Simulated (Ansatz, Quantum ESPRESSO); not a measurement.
# NaCl, rock salt type, strained in the (001) plane: the gap on the mesh at a withheld member of a series

**Set-up.** Quantum ESPRESSO 7.5, PBE, GBRV ultrasoft. The cubic cell is relaxed first; each member is held at its strain in the plane while the axis along [001] relaxes. pwcond (ikind = 0) gives the complex bands along [001] at three points across. Fixed occupations. The series steps biaxial strain in the plane.

```
biaxial strain in the plane  gap on the mesh (eV)
                       -4 %                 5.198
                       -3 %                 5.139
                       -2 %                 5.084
                       -1 %                 5.032
                        0 %                 4.985
                        1 %                 4.925
                        3 %                 4.812
                        4 %                 4.758
```

To predict: What is the gap on the mesh at 2 %?

**Worked estimate.** The rows at 1 % and 3 % give a slope of (4.812 − (4.925))/(3 − (1)) = −0.0565, so a straight line gives 4.869 eV. A parabola through these and the row at 0 % gives 4.867 eV.

What the calculation gave: 4.868 eV. The line misses by 0.000 and the parabola by −0.001 eV. Both misses are under 5 % of the step from the nearer row.

Caveats: Atoms keep their symmetric sites, so polar or tilted distortions are left out; semilocal gaps and decay constants are too small; no spin-orbit coupling; three points across.

[Logs are printed without paths, hosts, clocks, repeated set-up lines and the standing remarks that a program may print on its own settings, such as how far it seeks lower states.]
